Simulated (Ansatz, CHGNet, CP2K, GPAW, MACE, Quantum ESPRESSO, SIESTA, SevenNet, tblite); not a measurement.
**Other levels on generalised stacking fault on (111) (shuffle set) of a GaAs-GaSb solid solution (48 atoms)**

The cell holds 48 atoms: 24 Ga, 10 Sb and 14 As. Cell: a = 8.267 Å, b = 7.159 Å, c = 20.485 Å, α = 90.0°, β = 81.3°, γ = 90.0°. Zinc-blende GaAs lattice (a = 5.8453 Å, the value set for the mixture), cell with z along [111], 2 x 1 x 2 periods; the third cell vector is tilted by 0.750 of 1/2[1-10] and lengthened by 0 Å, so the cell holds one fault (shuffle set); displaced by a Gaussian of 0.01 Å; 10 of 24 As sites given to Sb at random (lattice constant by Vegard's rule between GaAs and GaSb). Then every atom was moved at random, 0.02 Å r.m.s. a Cartesian component.

Geometry: as built.

The reference, a calculation:

| Item | Value |
| --- | --- |
| method | Kohn-Sham DFT, PBE, SSSP efficiency 1.3.0 pseudopotentials, plane waves (Quantum ESPRESSO 7.5); sssp-pbe-1.3.0-efficiency, cutoffs 60/480 Ry, Γ point |
| r.m.s. force component | 0.6676 eV/Å |
| longest force | 2.354 eV/Å |
| pressure | 4.9 GPa |
| time | 13 min on 4 MPI ranks of Arm Neoverse V1, shared host |
| CPU time | 52 min |

Runs, in no order:
A. SIESTA PBE, DZP, shift 0.01 Ry, mesh 150 Ry: Kohn-Sham DFT, PBE, PseudoDojo 0.4.1 norm-conserving pseudopotentials (converted to PSML), numerical atomic orbitals (DZP), diagonalisation
B. QE PBE, gbrv-1.5, 40/200 Ry: Kohn-Sham DFT, PBE, GBRV 1.5 ultrasoft pseudopotentials, plane waves
C. CP2K PBE, DZVP-MOLOPT-SR, 800/60 Ry, diagonalisation: Kohn-Sham DFT, PBE, GTH-PBE pseudopotentials, Gaussian and plane waves, DZVP-MOLOPT-SR-GTH, diagonalisation
D. CHGNet 0.3.0 potential: machine-learned interatomic potential CHGNet 0.3.0, trained on PBE(+U) plane-wave data

Q: Order them from the smallest to the largest r.m.s. force difference.

B, C, A, D.

```
                                                    run  Δ force, r.m.s. (meV/Å)  share of r.m.s. force (%)  CPU time
                         B. QE PBE, gbrv-1.5, 40/200 Ry                     4.09                      0.613    10 min
C. CP2K PBE, DZVP-MOLOPT-SR, 800/60 Ry, diagonalisation                     28.9                       4.34   7.5 min
         A. SIESTA PBE, DZP, shift 0.01 Ry, mesh 150 Ry                     52.9                       7.92   2.2 min
                              D. CHGNet 0.3.0 potential                      388                       58.1     3.6 s
```

Machine-learned potentials mimic data converged in k, so the reference's own k-point error enters their differences. The electronic-structure runs sample only Γ, in a cell whose shortest periodic width is 7 Å, which is coarse for a cell with partly filled levels.

[Logs are printed without paths, hosts, clocks, repeated set-up lines and the standing remarks that a program may print on its own settings, such as how far it seeks lower states.]

[Hosts, paths, dates, database ids (printed as entryN), source tags and the programs' standing remarks are cut or masked in the printed files.]
